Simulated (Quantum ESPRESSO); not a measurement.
# Ti(0001), 5 layers against a metal electrode: a series in the charge of the slab, part 2 of 4

What law, if any, do the results for Ti(0001), 5 layers against a metal electrode follow against the charge of the slab?

Quantum ESPRESSO 7.5; plane-wave DFT, PBE, GBRV ultrasoft pseudopotentials.

So far. Step 2 (Variable-cell relaxation of the reference):  The last row is no step: it is a fresh SCF in the final cell with a new plane-wave basis, +0 meV from the row before.

### 3. Relaxing the ions of the reference

What the set-up leaves free in this member is relaxed.

System of this step: Ti(0001), 5 layers. The cell holds 5 atoms: 5 Ti. Cell: a = 2.939 Å, b = 2.939 Å, c = 24.169 Å, α = 90.0°, β = 90.0°, γ = 60.0°. It derives from Ti. Vacuum lies along c.

The input, ref.relax.in:

```
&control
  prefix = 'ref.relax'
  outdir = './out'
  pseudo_dir = './pseudo'
  nstep = 40
  forc_conv_thr = 0.001
  calculation = 'relax'
/
&system
  ibrav = 0
  nat = 5
  ntyp = 1
  ecutwfc = 40
  ecutrho = 200
  occupations = 'smearing'
  smearing = 'mv'
  degauss = 0.02
/
&electrons
  conv_thr = 1e-08
  mixing_beta = 0.4
  electron_maxstep = 120
  mixing_mode = 'local-TF'
/
&ions
/
ATOMIC_SPECIES
  Ti  47.8670  ti_pbe_v1.4.uspp.F.UPF
CELL_PARAMETERS angstrom
  2.93894489800000 0.00000000000000 0.00000000000000
  1.46947244900000 2.54520094199067 0.00000000000000
  0.00000000000000 0.00000000000000 24.16851833750476
ATOMIC_POSITIONS crystal
  Ti  0.000000000000 0.000000000000 0.307765540108
  Ti  0.666666666700 0.666666666700 0.403882770054
  Ti  0.000000000000 0.000000000000 0.500000000000 0 0 0
  Ti  0.666666666700 0.666666666700 0.596117229946
  Ti  0.000000000000 0.000000000000 0.692234459892
K_POINTS automatic
  12 12 1 0 0 0
```

Command:

```sh
$ OMP_NUM_THREADS=1 mpirun -n 4 pw.x -nk 4 -in ref.relax.in > ref.relax.out
```

The program printed:

```text
[banner, memory and clock lines left out]
Program PWSCF v.7.5 starts

          URL

     Message from routine setup:
     using ibrav=0 with symmetry is DISCOURAGED, use correct ibrav instead

     G-vector sticks info

     bravais-lattice index     =            0
     lattice parameter (alat)  =       5.5538  a.u.
     unit-cell volume          =    1220.0009 (a.u.)^3
     number of atoms/cell      =            5
     number of atomic types    =            1
     number of electrons       =        60.00
     number of Kohn-Sham states=           36
     kinetic-energy cutoff     =      40.0000  Ry
     charge density cutoff     =     200.0000  Ry
     scf convergence threshold =      1.0E-08
     mixing beta               =       0.4000
     number of iterations used =            8  local-TF  mixing
     energy convergence thresh.=      1.0E-04
     force convergence thresh. =      1.0E-03
     Exchange-correlation=  SLA  PW   PBX  PBC
                           (   1   4   3   4   0   0   0)
     nstep                     =           40

     celldm(1)=   5.553801  celldm(2)=   0.000000  celldm(3)=   0.000000
     celldm(4)=   0.000000  celldm(5)=   0.000000  celldm(6)=   0.000000

     crystal axes: (cart. coord. in units of alat)
               a(1) = (   1.000000   0.000000   0.000000 )
               a(2) = (   0.500000   0.866025   0.000000 )
               a(3) = (   0.000000   0.000000   8.223536 )

     reciprocal axes: (cart. coord. in units 2 pi/alat)
               b(1) = (  1.000000 -0.577350  0.000000 )
               b(2) = (  0.000000  1.154701  0.000000 )
               b(3) = (  0.000000  0.000000  0.121602 )

     PseudoPot. # 1 for Ti read from file:
     ./pseudo/ti_pbe_v1.4.uspp.F.UPF
     Pseudo is Ultrasoft + core correction, Zval = 12.0
     Generated by new atomic code, or converted to UPF format
     Using radial grid of  851 points,  6 beta functions with:
                l(1) =   0
                l(2) =   0
                l(3) =   1
                l(4) =   1
                l(5) =   2
                l(6) =   2
     Q(r) pseudized with  6 coefficients,  rinner =    1.000   1.000   1.000
                                                       1.000   1.000

     atomic species   valence    mass     pseudopotential
     Ti               12.00    47.86700     Ti( 1.00)

     12 Sym. Ops. (no inversion) found

   Cartesian axes

     site n.     atom                  positions (alat units)
         1        Ti     tau(   1) = (   0.0000000   0.0000000   2.5309209  )
         2        Ti     tau(   2) = (   1.0000000   0.5773503   3.3213444  )
         3        Ti     tau(   3) = (   0.0000000   0.0000000   4.1117679  )
         4        Ti     tau(   4) = (   1.0000000   0.5773503   4.9021913  )
         5        Ti     tau(   5) = (   0.0000000   0.0000000   5.6926148  )

     number of k points=    19  Marzari-Vanderbilt smearing, width (Ry)=  0.0200
                       cart. coord. in units 2pi/alat
        k(    1) = (   0.0000000   0.0000000   0.0000000), wk =   0.0138889
        k(    2) = (   0.0000000   0.0962250   0.0000000), wk =   0.0833333
        k(    3) = (   0.0000000   0.1924501   0.0000000), wk =   0.0833333
        k(    4) = (   0.0000000   0.2886751   0.0000000), wk =   0.0833333
        k(    5) = (   0.0000000   0.3849002   0.0000000), wk =   0.0833333
        k(    6) = (   0.0000000   0.4811252   0.0000000), wk =   0.0833333
        k(    7) = (   0.0000000  -0.5773503   0.0000000), wk =   0.0416667
        k(    8) = (   0.0833333   0.1443376   0.0000000), wk =   0.0833333
        k(    9) = (   0.0833333   0.2405626   0.0000000), wk =   0.1666667
        k(   10) = (   0.0833333   0.3367877   0.0000000), wk =   0.1666667
        k(   11) = (   0.0833333   0.4330127   0.0000000), wk =   0.1666667
        k(   12) = (   0.0833333  -0.6254628   0.0000000), wk =   0.1666667
        k(   13) = (   0.1666667   0.2886751   0.0000000), wk =   0.0833333
        k(   14) = (   0.1666667   0.3849002   0.0000000), wk =   0.1666667
        k(   15) = (   0.1666667  -0.6735753   0.0000000), wk =   0.1666667
        k(   16) = (   0.1666667  -0.5773503   0.0000000), wk =   0.0833333
        k(   17) = (   0.2500000  -0.7216878   0.0000000), wk =   0.0833333
        k(   18) = (   0.2500000  -0.6254628   0.0000000), wk =   0.1666667
        k(   19) = (   0.3333333  -0.5773503   0.0000000), wk =   0.0277778

     Dense  grid:    58381 G-vectors     FFT dimensions: (  25,  25, 216)

     Smooth grid:    41787 G-vectors     FFT dimensions: (  24,  24, 192)

     Check: negative core charge=   -0.000004

     Initial potential from superposition of free atoms

     starting charge      54.9998, renormalised to      60.0000

     negative rho (up, down):  1.285E-02 0.000E+00
     Starting wfcs are   50 randomized atomic wfcs

     per-process dynamical memory:    54.7 Mb

     Self-consistent Calculation

     iteration #  1     ecut=    40.00 Ry     beta= 0.40
     Davidson diagonalization with overlap
     ethr =  1.00E-02,  avg # of iterations =  5.6

     negative rho (up, down):  1.720E-02 0.000E+00

     total energy              =    -596.41716881 Ry
     estimated scf accuracy    <       3.43428026 Ry

     iteration #  2     ecut=    40.00 Ry     beta= 0.40
     Davidson diagonalization with overlap
     ethr =  5.72E-03,  avg # of iterations =  2.1

     negative rho (up, down):  3.121E-02 0.000E+00

     total energy              =    -595.69479714 Ry
     estimated scf accuracy    <       1.43988452 Ry

     iteration #  3     ecut=    40.00 Ry     beta= 0.40
     Davidson diagonalization with overlap
     ethr =  2.40E-03,  avg # of iterations =  3.4

     negative rho (up, down):  2.258E-02 0.000E+00

     total energy              =    -596.07544104 Ry
     estimated scf accuracy    <       0.18979806 Ry

     iteration #  4     ecut=    40.00 Ry     beta= 0.40
     Davidson diagonalization with overlap
     ethr =  3.16E-04,  avg # of iterations =  4.5

     negative rho (up, down):  2.482E-02 0.000E+00

     total energy              =    -596.09547086 Ry
     estimated scf accuracy    <       0.18687766 Ry

     iteration #  5     ecut=    40.00 Ry     beta= 0.40
     Davidson diagonalization with overlap
     ethr =  3.11E-04,  avg # of iterations =  2.1

     negative rho (up, down):  2.143E-02 0.000E+00

     total energy              =    -596.11026167 Ry
     estimated scf accuracy    <       0.00216893 Ry

     iteration #  6     ecut=    40.00 Ry     beta= 0.40
     Davidson diagonalization with overlap
[...]
ethr =  5.37E-09,  avg # of iterations =  3.2

     negative rho (up, down):  6.716E-03 0.000E+00

     total energy              =    -596.11855248 Ry
     estimated scf accuracy    <       0.00000195 Ry

     iteration #  9     ecut=    40.00 Ry     beta= 0.40
     Davidson diagonalization with overlap
     ethr =  3.25E-09,  avg # of iterations =  1.2

     negative rho (up, down):  6.769E-03 0.000E+00

     total energy              =    -596.11855247 Ry
     estimated scf accuracy    <       0.00000015 Ry

     iteration # 10     ecut=    40.00 Ry     beta= 0.40
     Davidson diagonalization with overlap
     ethr =  2.50E-10,  avg # of iterations =  5.1

     negative rho (up, down):  6.771E-03 0.000E+00

     total energy              =    -596.11855251 Ry
     estimated scf accuracy    <       0.00000010 Ry

     iteration # 11     ecut=    40.00 Ry     beta= 0.40
     Davidson diagonalization with overlap
     ethr =  1.62E-10,  avg # of iterations =  1.2

     negative rho (up, down):  6.790E-03 0.000E+00

     total energy              =    -596.11855250 Ry
     estimated scf accuracy    <       0.00000004 Ry

     iteration # 12     ecut=    40.00 Ry     beta= 0.40
     Davidson diagonalization with overlap
     ethr =  7.36E-11,  avg # of iterations =  4.5

     negative rho (up, down):  6.793E-03 0.000E+00

     total energy              =    -596.11855250 Ry
     estimated scf accuracy    <       0.00000003 Ry

     iteration # 13     ecut=    40.00 Ry     beta= 0.40
     Davidson diagonalization with overlap
     ethr =  4.65E-11,  avg # of iterations =  2.1

     negative rho (up, down):  6.796E-03 0.000E+00

     total energy              =    -596.11855250 Ry
     estimated scf accuracy    <          1.7E-09 Ry

     iteration # 14     ecut=    40.00 Ry     beta= 0.40
     Davidson diagonalization with overlap
     ethr =  2.77E-12,  avg # of iterations =  5.4

     negative rho (up, down):  6.796E-03 0.000E+00

     total energy              =    -596.11855250 Ry
     estimated scf accuracy    <          5.0E-10 Ry

     iteration # 15     ecut=    40.00 Ry     beta= 0.40
     Davidson diagonalization with overlap
     ethr =  8.29E-13,  avg # of iterations =  2.9

     negative rho (up, down):  6.797E-03 0.000E+00

     End of self-consistent calculation

          k = 0.0000 0.0000 0.0000 (  5263 PWs)   bands (ev):

   -52.5959 -52.5950 -52.4777 -52.3922 -52.3765 -29.1242 -29.0779 -28.8399
   -28.5633 -28.5633 -28.5629 -28.5629 -28.5478 -28.4449 -28.4425 -28.4425
   -28.3890 -28.3890 -28.3756 -28.3756  -1.6091  -0.9541   0.0619   0.9766
     1.5112   3.9905   4.1497   4.6491   4.6524   4.9010   4.9010   4.9500
     4.9500   4.9934   4.9934   5.1231

          k = 0.0000 0.0962 0.0000 (  5275 PWs)   bands (ev):

   -52.5901 -52.5893 -52.4724 -52.3884 -52.3733 -29.1121 -29.0699 -28.8413
   -28.6172 -28.5986 -28.5719 -28.5714 -28.5368 -28.4664 -28.4507 -28.4451
   -28.4135 -28.4023 -28.3950 -28.3805  -1.4179  -0.7686   0.2380   1.1470
     1.6731   3.8900   4.1430   4.4276   4.5041   4.8189   4.8450   4.9325
     5.0158   5.0387   5.1201   5.1252

          k = 0.0000 0.1925 0.0000 (  5264 PWs)   bands (ev):

   -52.5742 -52.5736 -52.4579 -52.3779 -52.3647 -29.0791 -29.0491 -28.8511
   -28.7155 -28.6847 -28.5952 -28.5945 -28.5853 -28.5171 -28.4849 -28.4727
   -28.4573 -28.4452 -28.4115 -28.3943  -0.8711  -0.2456   0.7231   1.6072
     2.0995   3.5967   3.9460   4.1181   4.1188   4.4292   4.5499   4.7923
     4.9700   5.1399   5.2567   5.2808

          k = 0.0000 0.2887 0.0000 (  5230 PWs)   bands (ev):

   -52.5523 -52.5520 -52.4377 -52.3637 -52.3533 -29.0372 -29.0270 -28.8894
   -28.8353 -28.7774 -28.6897 -28.6268 -28.6257 -28.5984 -28.5560 -28.5019
   -28.4859 -28.4656 -28.4342 -28.4139  -0.0562   0.4996   1.3535   2.1388
     2.5513   3.2601   3.5418   3.7117   3.9182   4.1196   4.2251   4.7117
     4.8745   5.1340   5.1754   5.2747

          k = 0.0000 0.3849 0.0000 (  5188 PWs)   bands (ev):

   -52.5303 -52.5301 -52.4167 -52.3495 -52.3426 -29.0243 -29.0172 -28.9662
   -28.9470 -28.8224 -28.7964 -28.6716 -28.6581 -28.6565 -28.6024 -28.5305
   -28.5044 -28.4950 -28.4569 -28.4341   0.8516   1.2314   1.8015   2.2920
     2.6190   3.0358   3.2789   3.4462   3.7142   4.2550   4.3166   4.8550
     4.9038   5.1006   5.1416   5.2337

          k = 0.0000 0.4811 0.0000 (  5188 PWs)   bands (ev):

   -52.5140 -52.5140 -52.4007 -52.3393 -52.3354 -29.0588 -29.0579 -29.0121
   -29.0113 -28.8714 -28.8147 -28.7034 -28.6808 -28.6789 -28.6205 -28.5511
   -28.5257 -28.5209 -28.4736 -28.4491   1.5498   1.6746   1.9504   2.1395
     2.4063   2.8702   3.1684   3.3523   3.5930   4.4932   4.5630   4.9602
     5.1800   5.2257   5.2867   5.4588

          k = 0.0000-0.5774 0.0000 (  5196 PWs)   bands (ev):

   -52.5080 -52.5080 -52.3947 -52.3355 -52.3330 -29.0852 -29.0818 -29.0300
   -29.0255 -28.8980 -28.8021 -28.7085 -28.6891 -28.6870 -28.6244 -28.5586
   -28.5403 -28.5282 -28.4797 -28.4547   1.7387   1.8144   2.0354   2.1307
     2.1909   2.8008   3.1550   3.3444   3.5493   4.5070   4.6980   4.9089
     5.1921   5.3564   5.3938   5.7366

          k = 0.0833 0.1443 0.0000 (  5263 PWs)   bands (ev):

   -52.5793 -52.5786 -52.4626 -52.3812 -52.3674 -29.0895 -29.0554 -28.8466
   -28.6837 -28.6569 -28.5936 -28.5903 -28.5610 -28.4984 -28.4730 -28.4638
   -28.4408 -28.4362 -28.4083 -28.3935  -1.0482  -0.4132   0.5708   1.4662
     1.9717   3.6907   4.0812   4.1311   4.2318   4.5384   4.6446   4.8224
     4.9774   5.1177   5.2002   5.2405

          k = 0.0833 0.2406 0.0000 (  5247 PWs)   bands (ev):

   -52.5604 -52.5599 -52.4452 -52.3689 -52.3574 -29.0514 -29.0333 -28.8677
   -28.7846 -28.7444 -28.6516 -28.6255 -28.6243 -28.5543 -28.5238 -28.5057
   -28.4656 -28.4569 -28.4320 -28.4158  -0.3613   0.2307   1.1472   1.9995
     2.4513   3.3798   3.6952   3.8364   3.9806   4.1207   4.2710   4.6771
     4.8696   5.0964   5.2006   5.3865

          k = 0.0833 0.3368 0.0000 (  5221 PWs)   bands (ev):

   -52.5384 -52.5382 -52.4245 -52.3547 -52.3464 -29.0188 -29.0171 -28.9249
   -28.8946 -28.8118 -28.7521 -28.6775 -28.6609 -28.6194 -28.5790 -28.5380
   -28.4865 -28.4817 -28.4578 -28.4394   0.5215   0.9993   1.7262   2.3933
     2.7606   3.1427   3.3827   3.5331   3.7656   4.0098   4.0703   4.6477
     4.7538   5.0794   5.1172   5.2979

          k = 0.0833 0.4330 0.0000 (  5197 PWs)   bands (ev):

   -52.5192 -52.5191 -52.4059 -52.3425 -52.3376 -29.0324 -29.0269 -28.9899
   -28.9805 -28.8383 -28.8214 -28.7115 -28.6926 -28.6679 -28.6095 -28.5660
   -28.5130 -28.5044 -28.4789 -28.4592   1.3691   1.6104   1.9984   2.3238
     2.6317   2.9907   3.2256   3.3913   3.6510   4.2781   4.3376   4.7910
     4.8898   5.0693   5.1870   5.1906

          k = 0.0833-0.6255 0.0000 (  5187 PWs)   bands (ev):

   -52.5081 -52.5080 -52.3947 -52.3355 -52.3329 -29.0681 -29.0658 -29.0172
   -29.0150 -28.8850 -28.8012 -28.7197 -28.7138 -28.6947 -28.6189 -28.5815
   -28.5382 -28.5166 -28.4906 -28.4708   1.8124   1.8902   2.1477   2.1643
     2.3949   2.8740   3.1922   3.3780   3.5788   4.4837   4.5276   4.8126
     4.9567   5.1473   5.4215   5.4450

          k = 0.1667 0.2887 0.0000 (  5205 PWs)   bands (ev):

   -52.5413 -52.5411 -52.4273 -52.3566 -52.3478 -29.0186 -29.0172 -28.9027
   -28.8641 -28.8056 -28.7372 -28.6850 -28.6709 -28.5956 -28.5629 -28.5480
   -28.4768 -28.4740 -28.4653 -28.4542   0.4095   0.9230   1.7161   2.4880
     2.8949   3.2013   3.4249   3.5349   3.7283   3.8791   3.9305   4.5108
     4.7106   4.9732   5.1303   5.3993

          k = 0.1667 0.3849 0.0000 (  5205 PWs)   bands (ev):

   -52.5222 -52.5221 -52.4088 -52.3444 -52.3389 -29.0144 -29.0058 -28.9550
   -28.9359 -28.8297 -28.8152 -28.7349 -28.7144 -28.6420 -28.5989 -28.5909
   -28.5066 -28.4974 -28.4932 -28.4810   1.2905   1.6327   2.1460   2.5951
     3.0055   3.2013   3.2662   3.4125   3.6616   3.8696   3.8905   4.4680
     4.5989   4.8870   5.1436   5.2255

          k = 0.1667-0.6736 0.0000 (  5194 PWs)   bands (ev):

   -52.5081 -52.5081 -52.3947 -52.3
[key lines of the parts left out:]
the Fermi energy is     4.2690 ev
convergence has been achieved in  17 iterations
```

Run time: 5.7 min. Hardware: 4 MPI ranks of Intel Xeon Platinum 8488C (Sapphire Rapids), shared host; peak memory 0.53 GiB; 23 min of CPU time.

Relaxation path:

```csv
step,energy less that of the first step (eV),largest force (eV/Å)
1,0.0000,0.5982
2,-0.0245,0.5178
3,-0.0480,0.4220
4,-0.0751,0.2814
5,-0.0927,0.0513
6,-0.0928,0.0428
7,-0.0931,0.0480
8,-0.0934,0.0508
9,-0.0940,0.0495
10,-0.0946,0.0412
11,-0.0952,0.0202
```

The atoms that moved most (Å):

```csv
atom,dx,dy,dz,length
Ti5,0.000,0.000,-0.105,0.105
Ti1,0.000,0.000,0.105,0.105
Ti2,0.000,0.000,-0.056,0.056
Ti4,0.000,0.000,0.056,0.056
```

The relaxed structure:

```cif
data_structure
_symmetry_space_group_name_H-M 'P 1'
_symmetry_Int_Tables_number 1
_cell_length_a 2.9389
_cell_length_b 2.9389
_cell_length_c 24.1685
_cell_angle_alpha 90.000
_cell_angle_beta 90.000
_cell_angle_gamma 60.000
_cell_volume 180.79
loop_
_atom_site_label
_atom_site_type_symbol
_atom_site_fract_x
_atom_site_fract_y
_atom_site_fract_z
_atom_site_occupancy
Ti1 Ti 0.00000 0.00000 0.31209 1
Ti2 Ti 0.66667 0.66667 0.40158 1
Ti3 Ti 0.00000 0.00000 0.50000 1
Ti4 Ti 0.66667 0.66667 0.59842 1
Ti5 Ti 0.00000 0.00000 0.68791 1
```

The relaxation lowers the energy by 19 meV an atom. On the free atoms the largest force ends at 0.020 eV/Å.

Read from the output:

| Property | Result |
| --- | --- |
| free energy | -8110.6082 eV |
| Fermi energy | 4.263 eV |

(Part 2 of 4 ends here.)

[Logs are printed without paths, hosts, clocks, repeated set-up lines and the standing remarks that a program may print on its own settings, such as how far it seeks lower states.]

[Hosts, paths, dates, database ids (printed as entryN), source tags and the programs' standing remarks are cut or masked in the printed files.]

[Maps of the electrostatic potential energy from Ansatz leave out the sawtooth potential of an applied field or a dipole correction, so their vacuum need not be flat; planar profiles and work functions include it.]
